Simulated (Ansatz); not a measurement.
# KTaO3 (Pm-3m): zone-centre modes under pressure

Aim: how do the optical modes of KTaO3 (Pm-3m) move with volume?

Method: DFT PBE, scalar-relativistic, plane waves, PAW; PAW set soft_1, in Ansatz 0.2.0.

Report form: the programs' logs are mostly left out.

**1. Set-up**

The structure is cubic, space group Pm-3m (No. 221). Conventional cell: a = 3.988 Å, b = 3.988 Å, c = 3.988 Å, α = 90.00°, β = 90.00°, γ = 90.00°. Nearest to O lie 2 Ta at 1.99 Å and 4 K at 2.82 Å. K has 12 O at 2.82 Å nearest. Ta has 6 O at 1.99 Å nearest. Farther neighbours and most contacts between anions are not listed.

**2. Bringing the structure to rest**

Harmonic phonons are second derivatives at a point where the forces vanish, and they are wanted at zero stress, so atoms and cell are relaxed first.

Input file input.yaml:

```yaml
crystal:
  lattice:
    - [3.9883, 0.0, 0.0]
    - [0.0, 3.9883, 0.0]
    - [0.0, 0.0, 3.9883]
  atoms:
    - { symbol: O, position: [0.5, 0.0, 0.0] }
    - { symbol: O, position: [0.0, 0.5, 0.0] }
    - { symbol: O, position: [0.0, 0.0, 0.5] }
    - { symbol: K, position: [0.5, 0.5, 0.5] }
    - { symbol: Ta, position: [0.0, 0.0, 0.0] }
kpoints:
  mp_grid: { grid: [8, 8, 8] }
hamiltonian:
  xc: pbe
  pseudopotentials: { kind: paw, azcp: { folder: soft_1 } }
scf:
  occupations: { method: gaussian, width: 0.02 }
output:
  forces: true
  stress: true
  eigenvalues: true
relax:
  adjacent_minimum: "off"
  f_tol: 0.005
  max_steps: 80
  cell: { stress_tol: 0.05 }
```

Run with:

```bash
$ ansatz run input.yaml --threads 4 --pin off --max-ram 16384MiB --backend cpu --events-out ev --progress --plain --runs-dir out
```

Wall time 8.7 s (4 threads of Intel Xeon Platinum 8259CL at 2.50GHz (Skylake/Cascade Lake), shared host); peak memory 0.47 GiB; 30 s of CPU time.

The steps of the relaxation:

```tsv
step	energy less that of the first step (eV)	largest force component (eV/Å)	pressure (GPa)	volume (Å³)
1	0.0000	0.0000	5.23	63.44
2	-0.0211	0.0000	-1.07	65.45
3	-0.0230	0.0000	-0.04	65.10
4*	-0.0268	0.0000	0.07	65.10
5	-0.0268	0.0000	0.00	65.12
6*	-0.0268	0.0000	0.00	65.12
```

Relaxation steps marked * repeat the geometry before them on a plane-wave basis chosen anew for their cell, so energy and pressure can jump there.

The run keeps the 48 symmetry operations that it works with, so distortions that break them were not tested.

```tsv
conventional cell, symmetrised	before	after	change
a (Å)	3.988	4.023	+0.9 %
b (Å)	3.988	4.023	+0.9 %
c (Å)	3.988	4.023	+0.9 %
volume (Å³/atom)	12.69	13.02	+2.6 %
```

The relaxed structure:

```xyz
5
Lattice="4.0232 0.0000 0.0000 0.0000 4.0232 0.0000 0.0000 0.0000 4.0232" Properties=species:S:1:pos:R:3 pbc="T T T"
O     2.0116    0.0000    0.0000
O     0.0000    2.0116    0.0000
O     0.0000    0.0000    2.0116
K     2.0116    2.0116    2.0116
Ta    0.0000    0.0000    0.0000
```

Numbers from this step:

```yaml
pressure: 0.001037 GPa
gap_on_the_k_mesh: 2.171 eV
volume_per_atom: 13.02 Å³
```

In this step the volume went from 12.69 to 13.02 Å³/atom.

**3. Tight relaxation**

Phonons need small forces and stress, so the relaxation is finished with tight tolerances on 8×8×8 k points.

Input file input.yaml:

```yaml
crystal:
  lattice:
    - [4.0231997987, 0.0, 0.0]
    - [0.0, 4.0231997987, 0.0]
    - [0.0, 0.0, 4.0231997987]
  atoms:
    - { symbol: O, position: [0.5, 0.0, 0.0] }
    - { symbol: O, position: [0.0, 0.5, 0.0] }
    - { symbol: O, position: [0.0, 0.0, 0.5] }
    - { symbol: K, position: [0.5, 0.5, 0.5] }
    - { symbol: Ta, position: [0.0, 0.0, 0.0] }
kpoints:
  mp_grid: { grid: [8, 8, 8] }
hamiltonian:
  xc: pbe
  pseudopotentials: { kind: paw, azcp: { folder: soft_1 } }
scf:
  occupations: { method: fixed }
output:
  forces: true
  stress: true
  eigenvalues: true
  write_density: true
  write_potential: true
  elf: true
  volumetric_format: npy
relax:
  adjacent_minimum: "off"
  f_tol: 0.001
  max_steps: 60
  cell: { stress_tol: 0.01 }
```

Run time: 3.7 s. Hardware: 4 threads; peak memory 0.43 GiB.

Little changed from the start: no atom moved by 0.005 Å and no cell edge by 0.1 %.

This step gave:

```
pressure : 0.001050 GPa
```

ELF in the ac plane at fractional y = 0.000, with atoms of O and Ta within 0.2 Å of it. It is the smooth field of the valence electrons, not physical close to the nuclei.

Ten even steps from '0' (0.01) to '9' (0.81), each cell a mean:
```
47836986994496
99625999993389
54213689851134
43211255421134
99841001002599
89972000004899
47983000015996
68983000005898
99851000002699
66420133211356
43112588741123
88414899982268
58836987993497
15846964894594
```
Columns run along a (4.0 Å), rows up along c (4.0 Å). Atoms in or near the plane, at fractional coordinates: O at (0.50, 0.00), O at (0.00, 0.50), Ta at (0.00, 0.00).

Electrostatic potential energy in the ac plane at fractional y = 0.000, with atoms of O and Ta within 0.2 Å of it. With pseudopotentials it is smooth inside the atoms' cores, unlike the true potential.

Values in eV, 14 rows by 14 columns, each cell a mean:
```
-50 -49 -31 -11   2 -14 -29 -33 -25  -8   0 -15 -40 -49
-44 -38 -20  -4   6   2 -15 -19  -9   4   3  -8 -28 -40
-18 -14  -3   4  10  12  11  10  12  11   8   3  -8 -15
 -1   1   5   9  12  13  14  14  13  13  11   8   3   0
-13  -5   9  12  13  14  14  14  14  14  13  11   4  -8
-29 -23   1  12  14  14  14  14  14  14  13  12  -9 -25
-40 -30  -7  11  14  14  14  13  14  14  14  10 -19 -33
-35 -27  -4  12  14  14  14  14  14  14  14  11 -15 -29
-19 -11   8  12  13  14  14  14  14  14  13  12   2 -14
 -1   3   8  10  12  13  14  14  14  13  12  10   6   2
-13  -9   0   6  10  12  12  11  12  12   9   4  -4 -11
-35 -29 -13   0   8   8  -4  -7   1   9   5  -3 -20 -31
-50 -47 -29  -9   3 -11 -27 -30 -23  -5   1 -14 -38 -49
-50 -50 -35 -13  -1 -19 -35 -40 -29 -13  -1 -18 -44 -50
```
Columns run along a (4.0 Å; values clipped at the 3rd and 97th percentile), rows up along c (4.0 Å). Atoms in or near the plane, at fractional coordinates: O at (0.50, 0.00), O at (0.00, 0.50), Ta at (0.00, 0.00).

Valence density in the ac plane at fractional y = 0.000, with atoms of O and Ta within 0.2 Å of it. It is the smooth field of the valence electrons, not physical close to the nuclei.

Ten even steps from '_' (0.0 e/Å³) to '@' (8.0 e/Å³), each cell a mean:
```
++++--....::**##==::__..==++
++==..____..::--::..____::==
....______________________..
..__________________________
::..____________________..::
**==..__________________::==
@@**..__________________--##
%%++..__________________::**
--::____________________..::
....______________________..
....______________________..
--::..______......______..--
++++::....::++**==..__..==++
==++--....--%%@@**::....++++
```
Columns run along a (4.0 Å), rows up along c (4.0 Å). Atoms in or near the plane, at fractional coordinates: O at (0.50, 0.00), O at (0.00, 0.50), Ta at (0.00, 0.00).

The forces vanish by symmetry and the pressure is 0.001 GPa, within the tolerances set. The cell now holds 13.02 Å³/atom.

**4. Modes at rest**

The modes at rest are the reference of the series, and the response to a field gives the dielectric tensor and the Born charges.

input.yaml, the sections that differ from step 3:

```yaml
output:
  eigenvalues: true
phonons:
  method: dfpt
  dielectric: true
  rigid_motions: translations
  raman: true
# crystal, kpoints, hamiltonian, scf: as in step 3
# relax: removed
```

Wall time 2.2 min (4 threads); peak memory 1.4 GiB; 7.7 min of CPU time.

This step gave:

| Quantity | Value |
| --- | --- |
| sum-rule residual before enforcement | 0.002402 eV/Å² |
| miss of the charge sum rule | 6.31e-5 e |
| estimated error of the dielectric tensor | 0.01457 |
| estimated error of the Born charges | 0.02845 e |
| point group | m-3m |
| highest optical mode at the zone centre (no LO-TO term) | 504.1 cm⁻¹ |
| lowest optical zone-centre mode | -73.26 cm⁻¹ |
| mean high-frequency dielectric constant | 5.391 |
| largest Born charge (third of the trace) | 8.727 e |
| top of the zone-centre spectrum with the field | 761.8 cm⁻¹ |

Without the LO-TO term. Patterns of degenerate modes are one choice out of their space. Modes at Γ, with each element's share of the kinetic energy (negative means imaginary):

```tsv
mode	frequency (cm⁻¹)	symmetry	O %	K %	Ta %
1	-73.3	T1u	72	2	26
2	-73.3	T1u	72	2	26
3	-73.3	T1u	72	2	26
4	0.0	acoustic	18	15	68
5	0.0	acoustic	18	15	68
6	0.0	acoustic	18	15	68
7	178.1	T1u	10	83	7
8	178.1	T1u	10	83	7
9	178.1	T1u	10	83	7
10	265.1	T2u	100	0	0
11	265.1	T2u	100	0	0
12	265.1	T2u	100	0	0
13	504.1	T1u	100	0	0
14	504.1	T1u	100	0	0
15	504.1	T1u	100	0	0
```

Displacements in mode 3 (-73.3 cm⁻¹), the largest set to 1:
```
O1   0.02 -0.04  0.87
O2   0.02 -0.05  0.87
O3   0.02 -0.04  1.00
K4   0.00 -0.01  0.18
Ta5 -0.01  0.01 -0.28
```

Displacements in mode 10 (265.1 cm⁻¹), the largest set to 1:
```
O1   0.00  0.05 -0.76
O2   1.00  0.00  0.76
O3  -1.00 -0.05  0.00
K4   0.00  0.00  0.00
Ta5  0.00  0.00  0.00
```

Optical modes at the zone centre, without and with the macroscopic field of the longitudinal modes; each column is sorted by frequency, so a row need not hold one and the same mode. Modes with and without the field, by row:

```tsv
rank among optical modes	no field (cm⁻¹)	q along (1, 0, 0) (cm⁻¹)
1	-73.3	-73.3
2	-73.3	-73.3
3	-73.3	168.4
4	178.1	178.1
5	178.1	178.1
6	178.1	265.1
7	265.1	265.1
8	265.1	265.1
9	265.1	401.8
10	504.1	504.1
11	504.1	504.1
12	504.1	761.8
```

Born charge (rows field, columns displacement) (e), principal values of the symmetric part by kind of site:

```tsv
atom	atoms with these values	low	middle	high	mean
O1	3	-6.57	-1.65	-1.65	-3.29
K4	1	1.15	1.15	1.15	1.15
Ta5	1	8.73	8.73	8.73	8.73
```

In full for O1:

```
-6.57  0.00  0.00
 0.00 -1.65  0.00
 0.00  0.00 -1.65
```

High-frequency dielectric tensor:

```
5.39 0.00 0.00
0.00 5.39 0.00
0.00 0.00 5.39
```

Transverse modes; imaginary modes are left out. Infrared lines, with heights relative to the strongest:

```tsv
position (cm⁻¹)	label	relative intensity
178	T1u	25
265	T2u	0.0
504	T1u	100
```

Before it was imposed, the acoustic sum rule was missed by 0.0024 eV/Å² and the charge sum rule by 6.3e-5 e. Small misses are needed for a sound result but don't prove that mesh and cutoff are converged. The lowest optical mode is imaginary, 73.3i cm⁻¹, so the energy falls along it.

**5. Ground state of a member: 1.06 times the volume at rest**

The cell is set to 1.06 times the volume at rest; symmetry leaves nothing else free, so this is a single point.

input.yaml, the sections that differ from step 4:

```yaml
crystal:
  lattice:
    - [4.1021061019, 0.0, 0.0]
    - [0.0, 4.1021061019, 0.0]
    - [0.0, 0.0, 4.1021061019]
  atoms:
    - { symbol: O, position: [0.5, 0.0, 0.0] }
    - { symbol: O, position: [0.0, 0.5, 0.0] }
    - { symbol: O, position: [0.0, 0.0, 0.5] }
    - { symbol: K, position: [0.5, 0.5, 0.5] }
    - { symbol: Ta, position: [0.0, 0.0, 0.0] }
output:
  forces: true
  stress: true
  eigenvalues: true
# kpoints, hamiltonian, scf: as in step 4
# phonons: removed
```

Elapsed: 1.6 s, on 4 threads; peak memory 0.45 GiB.

Numbers from this step:

- pressure: -9.648 GPa
- gap on the k-mesh: 2.032 eV
- volume per atom: 13.81 Å³

The forces vanish by symmetry, at a pressure of -9.65 GPa.

**6. Modes of this member: 1.06 times the volume at rest**

The zone-centre modes follow for 1.06 times the volume at rest, with the response to a field.

input.yaml: that of step 5 with these lines changed.

```diff
@@ -19,4 +19,6 @@
 output:
-  forces: true
-  stress: true
   eigenvalues: true
+phonons:
+  method: dfpt
+  dielectric: true
+  rigid_motions: translations
```

Wall time 68 s (4 threads); peak memory 1.4 GiB; 4.1 min of CPU time.

This step gave:

| Item | Value |
| --- | --- |
| sum-rule residual before enforcement | 6.70e-4 eV/Å² |
| miss of the charge sum rule | 0.003222 e |
| estimated error of the dielectric tensor | 0.01615 |
| estimated error of the Born charges | 0.03809 e |
| highest optical mode at the zone centre (no LO-TO term) | 447.6 cm⁻¹ |
| lowest optical zone-centre mode | -212.7 cm⁻¹ |
| mean high-frequency dielectric constant | 5.544 |
| largest Born charge (third of the trace) | 8.816 e |
| top of the zone-centre spectrum with the field | 677.7 cm⁻¹ |

Without the LO-TO term. Patterns of degenerate modes are one choice out of their space. The modes at Γ (shares of kinetic energy by element, %) (negative means imaginary):

```tsv
mode	frequency (cm⁻¹)	symmetry	O %	K %	Ta %
1	-212.7	T1u	78	0	21
2	-212.7	T1u	78	0	21
3	-212.7	T1u	78	0	21
4	0.0	acoustic	18	15	68
5	0.0	acoustic	18	15	68
6	0.0	acoustic	18	15	68
7	157.7	T1u	6	85	9
8	157.7	T1u	6	85	9
9	157.7	T1u	6	85	9
10	274.8	T2u	100	0	0
11	274.8	T2u	100	0	0
12	274.8	T2u	100	0	0
13	447.6	T1u	98	0	2
14	447.6	T1u	98	0	2
15	447.6	T1u	98	0	2
```

Displacements in mode 3 (-212.7 cm⁻¹), the largest set to 1:
```
O1  -0.10  0.06  0.54
O2  -0.06  0.12  0.54
O3  -0.06  0.06  1.00
K4  -0.01  0.01  0.06
Ta5  0.02 -0.02 -0.20
```

Displacements in mode 15 (447.6 cm⁻¹), the largest set to 1:
```
O1   1.00  0.00  0.00
O2  -0.81  0.00  0.00
O3  -0.81  0.00  0.00
K4  -0.02  0.00  0.00
Ta5  0.06  0.00  0.00
```

Transverse modes; imaginary modes are left out. Infrared lines, with heights relative to the strongest:

```tsv
position (cm⁻¹)	label	relative intensity
158	T1u	28
275	T2u	0.0
448	T1u	100
```

Without the LO-TO term the lowest optical mode is imaginary, 212.7i cm⁻¹, so the energy falls along it, and the highest lies at 447.6 cm⁻¹.

For the mean high-frequency dielectric constant, step 4 gave 5.39; this run, with volume ratio 1.06, gives 5.54 (+3 %).

**7. Ground state of a member: 0.9 times the volume at rest**

The cell is set to 0.9 times the volume at rest; symmetry leaves nothing else free, so this is a single point.

input.yaml, the sections that differ from step 6:

```yaml
crystal:
  lattice:
    - [3.8843566978, 0.0, 0.0]
    - [0.0, 3.8843566978, 0.0]
    - [0.0, 0.0, 3.8843566978]
  atoms:
    - { symbol: O, position: [0.5, 0.0, 0.0] }
    - { symbol: O, position: [0.0, 0.5, 0.0] }
    - { symbol: O, position: [0.0, 0.0, 0.5] }
    - { symbol: K, position: [0.5, 0.5, 0.5] }
    - { symbol: Ta, position: [0.0, 0.0, 0.0] }
output:
  forces: true
  stress: true
  eigenvalues: true
# kpoints, hamiltonian, scf: as in step 6
# phonons: removed
```

The job ended after 1.5 s (4 threads; peak memory 0.41 GiB).

Numbers from this step:

* pressure: 25.16 GPa
* gap on the k-mesh: 2.404 eV
* volume per atom: 11.72 Å³

The forces vanish by symmetry, at a pressure of 25.16 GPa.

**8. Modes of this member: 0.9 times the volume at rest**

The zone-centre modes follow for 0.9 times the volume at rest, with the response to a field.

input.yaml: that of step 7 with these lines changed.

```diff
@@ -19,4 +19,6 @@
 output:
-  forces: true
-  stress: true
   eigenvalues: true
+phonons:
+  method: dfpt
+  dielectric: true
+  rigid_motions: translations
```

The job ended after 55 s (4 threads; peak memory 1.3 GiB; 3.3 min of CPU time).

Numbers from this step:

- sum-rule residual before enforcement: 0.002235 eV/Å²
- miss of the charge sum rule: 0.002423 e
- estimated error of the dielectric tensor: 0.01427
- estimated error of the Born charges: 0.03617 e
- highest optical mode at the zone centre (no LO-TO term): 658.7 cm⁻¹
- lowest optical zone-centre mode: 132.8 cm⁻¹
- mean high-frequency dielectric constant: 5.195
- largest Born charge (third of the trace): 8.607 e
- mean static dielectric constant: 71.38
- top of the zone-centre spectrum with the field: 920.8 cm⁻¹

Without the LO-TO term. Patterns of degenerate modes are one choice out of their space. Modes at Γ, with each element's share of the kinetic energy:

```tsv
mode	frequency (cm⁻¹)	symmetry	O %	K %	Ta %
1	0.0	acoustic	18	15	68
2	0.0	acoustic	18	15	68
3	0.0	acoustic	18	15	68
4	132.8	T1u	58	13	29
5	132.8	T1u	58	13	29
6	132.8	T1u	58	13	29
7	222.9	T1u	26	72	2
8	222.9	T1u	26	72	2
9	222.9	T1u	26	72	2
10	228.4	T2u	100	0	0
11	228.4	T2u	100	0	0
12	228.4	T2u	100	0	0
13	658.7	T1u	99	0	1
14	658.7	T1u	99	0	1
15	658.7	T1u	99	0	1
```

Displacements in mode 4 (132.8 cm⁻¹), the largest set to 1:
```
O1  -0.01 -0.12 -1.00
O2  -0.02 -0.05 -1.00
O3  -0.02 -0.12 -0.45
K4  -0.01 -0.05 -0.45
Ta5  0.01  0.04  0.31
```

Displacements in mode 11 (228.4 cm⁻¹), the largest set to 1:
```
O1   0.00  0.05 -1.00
O2  -0.19  0.00  1.00
O3   0.19 -0.05  0.00
K4   0.00  0.00  0.00
Ta5  0.00  0.00  0.00
```

Transverse modes. Infrared lines, with heights relative to the strongest:

```tsv
position (cm⁻¹)	label	relative intensity
133	T1u	66
223	T1u	26
228	T2u	0.0
659	T1u	100
```

Without the LO-TO term the lowest optical mode is real, 133 cm⁻¹, and the highest lies at 658.7 cm⁻¹.

Between step 4 and this run (volume ratio 0.9) the value for the mean high-frequency dielectric constant moves from 5.39 to 5.20 (-4 %).

**9. All members side by side**

The members are set side by side, also those not shown above.

Each row is one cell with its response, relaxed at fixed volume as far as symmetry leaves anything free; energies are extrapolated to zero smearing, and E0 is that at rest; imaginary frequencies occur in the series; shape and atoms are relaxed in each cell where symmetry leaves them free. State of the crystal along the series:

```tsv
volume ratio	V (Å³/atom)	pressure (GPa)	E - E0 (meV/atom)	gap on mesh (eV)	ε∞	ε0	largest Born charge in size, a third of the trace (e)	top mode with the field, highest of q along x, y and z (cm⁻¹)
0.9	11.72	25.16	92.97	2.404	5.195	71.38	8.607	920.8
0.92	11.98	18.97	57.2	2.358	5.228	78.55	8.625	886.6
0.94	12.24	13.42	30.94	2.312	5.264	97.44	8.645	853.7
0.96	12.5	8.447	13.24	2.264	5.303	147.8	8.668	821.9
0.98	12.76	3.993	3.18	2.217	5.345	430.6	8.693	791.1
0.99	12.89	1.942	0.7728	2.194	5.368	-	8.707	776.1
1	13.02	0.00105	0	2.171	5.391	-	8.727	761.8
1.02	13.28	-3.576	2.958	2.124	5.439	-	8.75	732.6
1.04	13.54	-6.78	11.41	2.078	5.49	-	8.783	704.7
1.06	13.8	-9.648	24.81	2.032	5.544	-	8.816	677.7
```

Without the LO-TO term; each mode is tracked from rest by its pattern, and modes that stay within 0.3 cm⁻¹ of each other stand once; imaginary frequencies occur in the series; shape and atoms are relaxed in each cell where symmetry leaves them free. Optical modes along the series:

```tsv
V (Å³/atom)	mode 1 T1u (cm⁻¹)	mode 7 T1u (cm⁻¹)	mode 10 T2u (cm⁻¹)	mode 13 T1u (cm⁻¹)
11.72	132.8	222.9	228.4	658.7
11.98	131.9	213.8	238.8	622.6
12.24	123.2	204.4	247.4	588.8
12.5	103.7	195.1	254.4	557.6
12.76	62.71	186.2	260.2	529.3
12.89	-20.39	182.1	262.8	516.3
13.02	-73.26	178.1	265.1	504.1
13.28	-130.1	170.8	269	482.1
13.54	-174.3	164	272.2	463.4
13.8	-212.7	157.7	274.8	447.6
```

From cubic fits (parabolas where under five rows exist) of ln ω and P against ln V through the rows within about 4 % of rest: γ = −d ln ω / d ln V and dω/dP = γ ω / B. Slopes at rest:

```tsv
mode	fitted frequency at rest (cm⁻¹)	Grüneisen parameter γ	dω/dP (cm⁻¹/GPa)
mode 7 T1u	178.1	2.17	2.04
mode 10 T2u	265.1	-0.82	-1.16
mode 13 T1u	504.1	2.34	6.24
```

**10. Results**

```yaml
members: 10
highest_optical_mode_at_the_zone_centre_no_lo_to_term_at_rest: 504.1 cm⁻¹
bulk_modulus_at_rest: 189 GPa
mode_7_t1u_gamma: 2.17
mode_10_t2u_gamma: -0.82
mode_13_t1u_gamma: 2.34
```

**Reading.** The series spans -9.6 to 25.2 GPa, and the slope at rest gives a bulk modulus of 189 GPa. Among the modes in the table of slopes γ runs from -0.82 (mode 10 T2u) to 2.34 (mode 13 T1u). A negative γ means that the mode softens under pressure. ε∞ is 5.39 at rest, with d ln ε∞ / d ln V = 0.44. A mode is imaginary at volume ratio 0.99, 1, 1.02, 1.04 and 1.06, where this structure is not a minimum. One k mesh and one cutoff serve the ground states and modes of all volumes; the field response picks its own mesh. These are harmonic frequencies at zero temperature: anharmonic shifts, linewidths and thermal expansion are left out. Spin-orbit coupling is left out, which can matter for the heavy elements here. Only the zone centre was solved, so an instability at another wavevector cannot show here.

[Logs are printed without paths, hosts, clocks, repeated set-up lines and the standing remarks that a program may print on its own settings, such as how far it seeks lower states.]

[Hosts, paths, dates, database ids (printed as entryN), source tags and the programs' standing remarks are cut or masked in the printed files.]
